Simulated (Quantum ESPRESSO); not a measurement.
# MgO (Periclase): phonons by linear response, part 3 of 3

How does MgO (Periclase) vibrate, and is this structure a minimum?

Quantum ESPRESSO 7.5; DFT LDA, scalar-relativistic, plane waves, PseudoDojo norm-conserving pseudopotentials.

So far, highest frequency (cm⁻¹): step 7 (interpolated phonon bands) 717. The relaxed cell has a = 4.160 Å (conventional setting).

The database entry behind the starting cell differs from later determinations by our own check (about 0.1 % long), so it need not match the best structure at ambient conditions.

## Step 10: Sum rules set otherwise (asr no)

Without the rule the raw error of the acoustic modes shows.

File dynmat.in:

```
 &input
    fildyn='x.dyn1',
    asr='no',
    fileig='dynmat.eig',
    lperm=.true.,
 /
```

Run with:

```bash
> dynmat.x -in dynmat.in > dynmat.out
```

Numbers of over 12 decimals in the logs are rounded to 6 here.

Log:

```text
[banner, memory and clock lines left out]
Program DYNMAT v.7.5

     Reading Dynamical Matrix from file x.dyn1
     ...Force constants read
     ...epsilon and Z* read
     A direction for q was not specified:TO-LO splitting will be absent

     Polarizability (A^3 units)
     multiply by 0.580121 for Clausius-Mossotti correction
         3.110556   -0.000000   -0.000000
         0.000000    3.110556    0.000000
        -0.000000    0.000000    3.110556

     IR activities are in (D/A)^2/amu units

# mode   [cm-1]    [THz]      IR
    1      2.81    0.0842    0.0000
    2      2.81    0.0842    0.0000
    3      2.81    0.0842    0.0000
    4    409.17   12.2666    9.2963
    5    409.17   12.2666    9.2963
    6    409.17   12.2666    9.2963

Electronic dielectric permittivity tensor (relative, adimensional)
         3.171331   -0.000000   -0.000000
         0.000000    3.171331    0.000000
        -0.000000    0.000000    3.171331

 ... with zone-center polar mode contributions
         9.749938    0.000000    0.000000
         0.000000    9.749938    0.000000
         0.000000    0.000000    9.749938
```

The job ended after 0.45 s (1 thread of Arm Neoverse V1, shared host).

Zone-centre frequencies as printed; negative means imaginary. Modes:

```tsv
mode	frequency (cm⁻¹)
1	2.81
2	2.81
3	2.81
4	409.2
5	409.2
6	409.2
```

Against the first rule no mode moves by more than 2.9 cm⁻¹.

## Step 11: Sum rules set otherwise: a sum rule for molecules or wires on a crystal

This rule also removes rotations, which suits wires and not a crystal; it is tried to see the harm.

File dynmat.in:

```
 &input
    fildyn='x.dyn1',
    asr='one-dim',
    fileig='dynmat.eig',
    lperm=.true.,
 /
```

Run with:

```bash
> dynmat.x -in dynmat.in > dynmat.out
```

Log:

```text
[banner, memory and clock lines left out]
Program DYNMAT v.7.5

     Reading Dynamical Matrix from file x.dyn1
     ...Force constants read
     ...epsilon and Z* read
asr rotation axis in 1D system=    3
     Acoustic Sum Rule: || Z*(ASR) - Z*(orig)|| =    2.788442E+00
     Acoustic Sum Rule: ||dyn(ASR) - dyn(orig)||=    2.445146E-01
     A direction for q was not specified:TO-LO splitting will be absent

     Polarizability (A^3 units)
     multiply by 0.580121 for Clausius-Mossotti correction
         3.110556   -0.000000   -0.000000
         0.000000    3.110556    0.000000
        -0.000000    0.000000    3.110556

     IR activities are in (D/A)^2/amu units

# mode   [cm-1]    [THz]      IR
    1     -0.00   -0.0000    0.0000
    2     -0.00   -0.0000    0.0000
    3     -0.00   -0.0000    0.0000
    4      0.00    0.0000    0.0000
    5    409.17   12.2667    9.2965
    6    409.17   12.2667    9.2965

Electronic dielectric permittivity tensor (relative, adimensional)
         3.171331   -0.000000   -0.000000
         0.000000    3.171331    0.000000
        -0.000000    0.000000    3.171331

 ... with zone-center polar mode contributions
         6.460679   -3.289348    0.000000
        -3.289348    6.460679    0.000000
         0.000000    0.000000    9.750028
```

Run time: 0.45 s. Hardware: 1 thread.

The program raised no error, yet the settings are not those of a careful run.

The fault: a sum rule for molecules or wires on a crystal; 1 optical mode is projected out to zero frequency, as if it were a rotation, and the static dielectric tensor is spoilt.

For a crystal the rule has to be 'simple' or 'crystal'.

Zone-centre frequencies as printed; negative means imaginary. Modes:

```tsv
mode	frequency (cm⁻¹)
1	0
2	0
3	0
4	0
5	409.2
6	409.2
```

## Step 12: Modes along a direction of q (1 0 0)

A longitudinal polar mode sets up a macroscopic field that stiffens it; the term hangs on the direction from which q goes to zero.

File dynmat.in:

```
 &input
    fildyn='x.dyn1',
    asr='simple',
    fileig='dynmat.eig',
    q(1)=1.0,
    q(2)=0.0,
    q(3)=0.0,
 /
```

Run with:

```bash
> dynmat.x -in dynmat.in > dynmat.out
```

Log:

```text
[banner, memory and clock lines left out]
Program DYNMAT v.7.5

     Reading Dynamical Matrix from file x.dyn1
     ...Force constants read
     ...epsilon and Z* read

     Polarizability (A^3 units)
     multiply by 0.580121 for Clausius-Mossotti correction
         3.110556   -0.000000   -0.000000
         0.000000    3.110556    0.000000
        -0.000000    0.000000    3.110556

     IR activities are in (D/A)^2/amu units

# mode   [cm-1]    [THz]      IR
    1     -0.00   -0.0000    0.0000
    2     -0.00   -0.0000    0.0000
    3     -0.00   -0.0000    0.0000
    4    409.16   12.2664    9.2965
    5    409.16   12.2664    9.2965
    6    717.44   21.5083    9.2965
```

It took 0.45 s on 1 thread.

Numbers from this step:

| Quantity | Value |
| --- | --- |
| highest mode moved by the LO-TO term | 717.4 cm⁻¹ |

Zone-centre frequencies as printed; negative means imaginary. Modes:

```tsv
mode	frequency (cm⁻¹)
1	0
2	0
3	0
4	409.2
5	409.2
6	717.4
```

The field moves one mode, from 409 to 717 cm⁻¹; the others stay.

## Step 13: The dispersion under another sum rule (asr all)

The sum rule corrects the force constants themselves, so it can shift branches at any wavevector, low ones most.

File matdyn.in:

```
 &input
    asr='all',
    flfrc='x.fc',
    flfrq='x.freq',
    flvec='x.modes',
    q_in_band_form=.true.,
    q_in_cryst_coord=.true.,
 /
8
  0.0000000   0.0000000   0.0000000   8  ! GAMMA
  0.0000000   0.5000000   0.5000000   8  ! X
  0.0000000   0.6250000   0.3750000   1  ! U
 -0.3750000   0.3750000   0.0000000   8  ! K
  0.0000000   0.0000000   0.0000000   8  ! GAMMA
  0.0000000   0.5000000   0.0000000   8  ! L
 -0.2500000   0.5000000   0.2500000   8  ! W
  0.0000000   0.5000000   0.5000000   1  ! X
```

Run with:

```bash
> matdyn.x -in matdyn.in > matdyn.out
```

Log:

```text
[banner, memory and clock lines left out]
Program MATDYN v.7.5

 mass for atomic type   1 not given; uses mass from file x.fc
 mass for atomic type   2 not given; uses mass from file x.fc

     WARNING: To use asr = 'all' for infrared-active solids, i.e., solids with nonzero
     Born effective charge, one must set read_lr = .true. in the matdyn.x input. Also,
     the flfrc file must have been constructed with write_lr = .true. in the q2r.x input.
     If the system is infrared inactive and you have nonzero Born effective charge due to
     numerical noise, you can ignore this warning.

 Norm of the difference between old and new effective charges:    4.38e-18

 Huang before:    1   1   1   2,   residual stress:  -0.000000
 Huang before:    1   1   1   3,   residual stress:  -1e-16
 Huang before:    1   1   2   2,   residual stress:  -0.000000
 Huang before:    1   1   2   3,   residual stress:   0.000000
 Huang before:    1   1   3   3,   residual stress:  -0.000000
 Huang before:    1   2   1   3,   residual stress:   0.000000
 Huang before:    1   2   2   2,   residual stress:  -0.000000
 Huang before:    1   2   2   3,   residual stress:   0.000000
 Huang before:    1   2   3   3,   residual stress:   0.000000
 Huang before:    1   3   2   2,   residual stress:   0.000000
 Huang before:    1   3   2   3,   residual stress:   0.000000
 Huang before:    1   3   3   3,   residual stress:   1e-16
 Huang before:    2   2   2   3,   residual stress:   0.000000
 Huang before:    2   2   3   3,   residual stress:  -0.000000
 Huang before:    2   3   3   3,   residual stress:  -0.000000

 Norm of the difference between old and new force-constants:   4.03709e-06

   You are using asr="all", please consider citing C. Lin, S. Ponc\'e and N. Marzari, npj Comput Mater 8, 236 (2022).
```

Wall time 0.49 s (1 thread).

At the labelled points the branches move by no more than 0.2 cm⁻¹. The log warns that this rule wants the long-range part of the force constants stored apart (write_lr, read_lr) in a polar crystal, which was not done.

## Step 14: What came out

```yaml
space_group_after_relaxation: Fm-3m
volume_per_atom: 9.00 Å³
gap_on_the_k_mesh: 5.06 eV
highest_optical_zone_centre_mode_no_lo_to_term: 409.2 cm⁻¹
highest_mode_moved_by_the_lo_to_term: 717.4 cm⁻¹
mean_high_frequency_dielectric_constant: 3.17
largest_born_charge_in_size_third_of_the_trace: 1.97 e
mean_static_dielectric_constant: 9.75
q_mesh: 4×4×4
lowest_mode_on_the_q_mesh_acoustic_ones_at_the_zone_centre_apart: 187.7 cm⁻¹
zero_point_energy_per_atom: 75.2 meV
heat_capacity_at_300_k: 18.3 J/(mol atoms K)
vibrational_entropy_at_300_k: 13.3 J/(mol atoms K)
imaginary_modes_on_the_q_mesh: none
```

In words: MgO (Periclase) is dynamically stable on the 4×4×4 mesh; its spectrum reaches 717 cm⁻¹. At the LDA level the optical modes of MgO (Periclase) at the zone centre (no LO-TO term) lie at 409 cm⁻¹. Along the directions run, the highest mode that the macroscopic field moves lies at 717 cm⁻¹. Lattice motion raises the mean dielectric constant from 3.171 to 9.750. The Born charge of O is -1.972 e against a formal charge of -2, close to the ionic value. The Lyddane-Sachs-Teller relation holds: (ωLO/ωTO)² is 3.07 and ε₀/ε∞ is 3.07. These are harmonic frequencies at zero temperature: anharmonic shifts and linewidths and thermal expansion are left out.

Calculation against experiment:

| quantity | measured | LDA PseudoDojo norm-conserving, Quantum ESPRESSO |
| --- | --- | --- |
| lattice constant a (Å) | 4.2118 | 4.160 (-1.2 %) |
| ε∞ (mean of the tensor) | 2.95 | 3.17 (+7.5 %) |
| infrared mode, TO phonon at Gamma (T1u) (cm⁻¹) | 396.5 | 409 (+3.2 %) |

Measured values from arxiv:1807.05012 (2018) and arxiv:0704.2267 (2007).

**Verdict.** The lattice constant a is off by -1.2 %: fair agreement. The ε∞ is off by +7.5 %: fair agreement. The infrared mode is off by +3.2 %: fair agreement. The grades are ours: good and fair within 0.7 and 1.5 % for the lattice constant a, 7 and 18 % for the ε∞ and 3 and 7 % for the infrared mode. Zero-point motion and thermal expansion (measured at up to 300 K) are not in the computed lattice constants and infrared mode.

[Host names and launcher messages were left out of these logs when they were recorded.]

[Logs are printed without paths, hosts, clocks, repeated set-up lines and the standing remarks that a program may print on its own settings, such as how far it seeks lower states.]

[Hosts, paths, dates, database ids (printed as entryN), source tags and the programs' standing remarks are cut or masked in the printed files.]
